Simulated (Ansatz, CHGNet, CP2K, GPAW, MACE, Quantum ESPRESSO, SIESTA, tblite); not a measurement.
# tblite on the unslipped end of a generalised stacking fault on (111) of Pb (72 atoms): settings against a plane-wave reference

Wanted: tblite inputs and outputs for the unslipped end of a generalised stacking fault on (111) of Pb (72 atoms), checked against a plane-wave reference.

Main program and level: tblite 0.8.0; the method is named at each step.

### 1. Starting point

The cell holds 72 atoms: 72 Pb. Cell: a = 10.501 Å, b = 12.125 Å, c = 17.247 Å, α = 90.0°, β = 90.0°, γ = 90.0°. It derives from Pb (fcc). Fcc Pb (a = 4.95 Å), cell with z along [111], 3 x 2 x 2 periods; the third cell vector is tilted by 0.000 of 1/2[1-10] and lengthened by 0.1 Å, so the stacking has no slip; displaced by a Gaussian of 0.01 Å. Then every atom was moved at random, 0.05 Å r.m.s. a Cartesian component. The structure's axis is c.

The yardstick, on the same geometry:

| Item | Value |
| --- | --- |
| method | Kohn-Sham DFT, PBE, SSSP efficiency 1.3.0 pseudopotentials, plane waves (Quantum ESPRESSO 7.5); sssp-pbe-1.3.0-efficiency, cutoffs 45/360 Ry, Γ point |
| r.m.s. force component | 0.1571 eV/Å |
| longest force | 0.4796 eV/Å |
| pressure | 2.741 GPa |
| time | 23 min on 4 MPI ranks of Arm Neoverse V2, shared host |
| CPU time | 1.6 h |

### 2. GFN1-xTB

Method: GFN1-xTB tight binding, diagonalisation.

The input, run.py:

```python
import numpy as np
from ase.io import read
from tblite.ase import TBLite

atoms = read("structure.xyz")
atoms.calc = TBLite(method="GFN1-xTB", electronic_temperature=580, accuracy=1.0, max_iterations=250, mixer_damping=0.1, verbosity=1)
energy = atoms.get_potential_energy()
forces = atoms.get_forces()
print(f"energy {energy:.6f} eV")
print("forces (eV/A)")
for i, (a, f) in enumerate(zip(atoms, forces)):
    print(f"{i:4d} {a.symbol:2s} {f[0]:10.5f} {f[1]:10.5f} {f[2]:10.5f}")
stress = -atoms.get_stress(voigt=False) * 160.21766
print("stress (GPa, compression positive)")
for row in stress:
    print(" ".join(f"{x:10.4f}" for x in row))
print("charges (e)")
print(np.array2string(atoms.get_charges(), precision=4, suppress_small=True, max_line_width=110, threshold=100000))
```

The input, structure.xyz:

```xyz
72
Lattice="10.50054 0.00000 0.00000 0.00000 12.12497 0.00000 0.00000 0.00000 17.24730" Properties=species:S:1:pos:R:3 pbc="T T T"
Pb 8.76921 9.04668 17.13157
Pb 8.73162 11.05082 2.92514
Pb 5.20701 9.10864 17.12985
Pb 5.25689 11.13521 2.82425
Pb 6.98569 6.08467 17.23402
Pb 7.08723 8.09511 2.95257
Pb 7.00449 10.17746 5.69075
Pb 8.70799 3.06640 17.15623
Pb 8.79147 5.07381 2.88996
Pb 8.74327 7.04388 5.85097
Pb 8.72532 9.10476 8.67039
Pb 8.76827 11.08829 11.44238
Pb 1.69374 9.02328 17.03809
Pb 1.83255 11.03578 2.92135
Pb 3.54834 6.05291 17.12105
Pb 3.46266 8.10518 2.86391
Pb 3.55601 10.09477 5.63021
Pb 5.24649 3.02858 17.08966
Pb 5.19315 5.11092 2.82097
Pb 5.28461 7.05164 5.65315
Pb 5.19325 9.04402 8.57381
Pb 5.20921 11.12066 11.41754
Pb 7.02434 12.09260 17.19349
Pb 6.87460 2.00656 2.88409
Pb 6.93099 4.06380 5.65711
Pb 6.98937 6.01641 8.67143
Pb 7.03085 8.01351 11.38011
Pb 7.03011 10.07318 14.25541
Pb 8.81699 1.10058 5.65918
Pb 8.71072 2.95874 8.54362
Pb 8.74159 4.97572 11.42323
Pb 8.74348 7.08171 14.29422
Pb 0.00756 6.11341 17.15261
Pb 0.09566 8.02418 2.84925
Pb 0.06909 10.07840 5.79889
Pb 1.76178 3.12194 17.13864
Pb 1.83287 5.14584 2.94153
Pb 1.75496 7.09456 5.72559
Pb 1.70508 9.09906 8.46463
Pb 1.80788 11.13363 11.40547
Pb 3.49899 0.10100 17.21022
Pb 3.47326 1.95103 2.88392
Pb 3.53417 4.11412 5.66729
Pb 3.52010 6.16991 8.57432
Pb 3.46759 8.11670 11.41116
Pb 3.57669 10.09780 14.18039
Pb 5.23777 1.10386 5.66074
Pb 5.29406 3.01293 8.63900
Pb 5.22181 5.04969 11.34855
Pb 5.18968 6.99950 14.21936
Pb 6.94779 12.08217 8.57915
Pb 6.92511 2.05130 11.43910
Pb 6.95724 3.98402 14.31043
Pb 8.73403 1.02395 14.24127
Pb 0.01250 12.09927 17.08362
Pb 10.48825 1.99674 2.86184
[... 12 atom lines left out ...]
Pb 10.46788 12.07514 8.55501
Pb 10.40204 1.98789 11.40391
Pb 0.03497 3.99627 14.33216
Pb 1.60763 1.11368 14.28818
```

On the command line:

```bash
$ OMP_NUM_THREADS=1 python run.py > output.txt
```

Output:

```text
------------------------------------------------------------
  cycle        total energy    energy error   density error
------------------------------------------------------------
      1     -118.7746781895  -1.1812054E+02   4.6039254E-02
      2     -118.7914353638  -1.6757174E-02   3.7437694E-02
      3     -118.7965011392  -5.0657755E-03   2.9358469E-02
      4     -118.8047358287  -8.2346894E-03   1.0679999E-02
      5     -118.8056855074  -9.4967871E-04   2.7154029E-03
      6     -118.8057335689  -4.8061564E-05   1.2599529E-03
      7     -118.8057441341  -1.0565218E-05   5.6048767E-04
      8     -118.8057452131  -1.0789347E-06   2.9288038E-04
      9     -118.8057459361  -7.2301522E-07   1.2848605E-04
     10     -118.8057460638  -1.2771261E-07   6.5659914E-05
     11     -118.8057460812  -1.7382277E-08   4.0998601E-05
     12     -118.8057460839  -2.6716833E-09   2.4807860E-05
     13     -118.8057460865  -2.6642510E-09   1.7036023E-05
------------------------------------------------------------
 total:                                   0.676 sec
energy -3232.869019 eV
forces (eV/A)
   0 Pb   -0.15574   -0.01727    0.15688
   1 Pb    0.30691    0.07808   -0.30927
   2 Pb   -0.10359    0.13255    0.17464
   3 Pb    0.04110   -0.05901   -0.26857
   4 Pb   -0.00624    0.11007    0.17638
   5 Pb   -0.14727   -0.21341   -0.34985
   6 Pb    0.07661    0.10447    0.14677
   7 Pb    0.07536   -0.12090    0.24534
   8 Pb    0.18922   -0.08258   -0.15935
   9 Pb   -0.16228    0.12987   -0.15280
  10 Pb   -0.10836   -0.10251   -0.29156
  11 Pb   -0.03632    0.01712    0.04797
  12 Pb    0.11515    0.10073    0.35935
  13 Pb   -0.31730    0.06462   -0.31939
  14 Pb    0.03584   -0.04173    0.24665
  15 Pb    0.23260   -0.07532   -0.35871
  16 Pb    0.22518    0.08222    0.30862
  17 Pb    0.07517   -0.02075    0.25289
  18 Pb    0.12534   -0.01694   -0.29361
  19 Pb   -0.02433    0.09708    0.03354
  20 Pb    0.07782    0.08740   -0.03456
  21 Pb    0.31773   -0.11056   -0.03547
  22 Pb   -0.05489   -0.03138    0.20062
  23 Pb    0.26694    0.08759   -0.38174
[...]
64 Pb   -0.06487   -0.07078   -0.27680
  65 Pb   -0.35680   -0.00146    0.28365
  66 Pb    0.03886   -0.12592   -0.14444
  67 Pb   -0.21457    0.14305    0.08015
  68 Pb    0.05225    0.33701    0.06741
  69 Pb    0.12312    0.01643   -0.01078
  70 Pb   -0.22051    0.33582   -0.05227
  71 Pb    0.47914   -0.17582   -0.00858
stress (GPa, compression positive)
    3.9319     0.0503     0.0028
    0.0503    -9.0477     0.6468
    0.0028     0.6468     4.2408
charges (e)
[-0.0042 -0.0013 -0.0115  0.0059 -0.0112 -0.0006  0.0076 -0.0057 -0.0137 -0.0093  0.01    0.0137 -0.0083
 -0.0018  0.003   0.0023  0.0013 -0.0005  0.0045  0.0093 -0.0016  0.0093 -0.0119 -0.0152 -0.0009  0.0103
  0.0033  0.0057 -0.0084 -0.0183 -0.0046  0.0014  0.0002 -0.0128  0.0082 -0.0019  0.0094  0.0016  0.0016
 -0.0194 -0.0139  0.0028  0.0033 -0.0077 -0.0053  0.0023  0.009   0.0072  0.0067  0.0025 -0.0189  0.0035
  0.008   0.0008  0.     -0.0026  0.023   0.0022 -0.0138  0.0249  0.0094 -0.0157 -0.0047 -0.001   0.003
  0.0005 -0.0001  0.0014  0.0114  0.0091  0.0079 -0.0009]
```

The job ended after 1.1 s (1 thread of Arm Neoverse V2, shared host; peak memory 0.15 GiB).

Banners, paths, timers and routine set-up lines are dropped from the logs unmarked, and long logs keep their key lines alone; longer cuts are marked.

Compared with the plane-wave run:

```
r.m.s. force component                  : 0.1704 eV/Å
r.m.s. difference of force components   : 70.06 meV/Å
longest difference of force vectors     : 272 meV/Å
force difference over r.m.s. force      : 44.59 %
slope of forces against the reference's : 0.9887
correlation of force components         : 0.9116
pressure                                : -0.2917 GPa
pressure difference                     : -3.033 GPa
```

A closer look about Pb72, which bears the longest force: 13 atoms, nearest first, numbered in the order of the input, with positions taken from that point.

| atom | x | y | z | distance (Å) | bonds | Mulliken charge (e) | Fx | Fy | Fz (eV/Å) |
| --- | --- | --- | --- | --- | --- | --- | --- | --- | --- |
| Pb72 | 0.00 | 0.00 | 0.00 | 0.00 | 12 | 0.00 | 0.479 | -0.176 | -0.009 |
| Pb71 | -1.57 | 2.88 | 0.04 | 3.28 | 12 | 0.01 | -0.221 | 0.336 | -0.052 |
| Pb54 | -3.37 | -0.09 | -0.05 | 3.38 | 12 | 0.00 | -0.164 | 0.003 | 0.123 |
| Pb55 | -1.60 | -1.14 | 2.80 | 3.41 | 12 | 0.00 | 0.094 | 0.106 | 0.271 |
| Pb70 | -1.71 | 0.87 | -2.88 | 3.46 | 12 | 0.01 | 0.123 | 0.016 | -0.011 |
| Pb36 | 0.15 | 2.01 | 2.85 | 3.49 | 12 | 0.00 | -0.092 | 0.085 | 0.143 |
| Pb60 | -1.61 | -3.15 | -0.01 | 3.54 | 12 | 0.02 | 0.120 | 0.000 | -0.062 |
| Pb67 | 1.90 | 3.01 | 0.00 | 3.56 | 12 | 0.00 | 0.039 | -0.126 | -0.144 |
| Pb40 | 0.20 | -2.11 | -2.88 | 3.58 | 12 | -0.02 | -0.246 | -0.047 | 0.084 |
| Pb66 | 1.93 | 0.84 | -2.92 | 3.60 | 12 | 0.00 | -0.357 | -0.001 | 0.284 |
| Pb41 | 1.89 | -1.01 | 2.92 | 3.63 | 12 | -0.01 | 0.030 | -0.027 | -0.079 |
| Pb68 | 3.68 | -0.22 | -0.04 | 3.69 | 12 | 0.00 | -0.215 | 0.143 | 0.080 |
| Pb46 | 1.97 | -3.14 | -0.11 | 3.71 | 12 | 0.00 | 0.075 | -0.099 | 0.383 |

Atoms are counted from 1 here, from 0 in the log.

Forces lie 45 % from the reference's, at 2.0e-4 times its CPU time (on 1 against 4 cores).

### 3. Results

| Quantity | Value |
| --- | --- |
| force difference from the reference | tblite GFN1-xTB, 45 % |
| its CPU time | 1.1 s |

**Reading.** Tight binding differs by 45 % (tblite GFN1-xTB); it is another model, with fitted parameters of its own, and the xTB methods hold dispersion. One electronic-structure run takes under half the reference's CPU time: tblite GFN1-xTB, at 45 % in 1.1 s against 1.6 h; its pressure misses by -3.0 GPa. Periodic xTB results under one method name differ between programs and library versions. The reference's pressure holds the uncorrected Pulay stress of its 45 Ry basis, so small pressure differences, and their order, may be the reference's own error. The reference's stress is far from hydrostatic: its diagonal is 7.3, -3.5, 4.5 GPa, compression counted positive. The host structure and its lattice constant were typed by rule, without a check against the phase diagram. The reference's pressure of 2.7 GPa says that the cell would expand at this level of theory. The electronic-structure runs sample only Γ, in a cell whose shortest periodic width is 11 Å, which is coarse for a cell with partly filled levels. Spin–orbit coupling is left out, which matters for the levels of the heavy elements.

[Also dropped from logs without a mark: logging warnings of Python, and SIESTA's first energy breakdown and zero terms.]

[Logs are printed without paths, hosts, clocks, repeated set-up lines and the standing remarks that a program may print on its own settings, such as how far it seeks lower states.]

[Hosts, paths, dates, database ids (printed as entryN), source tags and the programs' standing remarks are cut or masked in the printed files.]
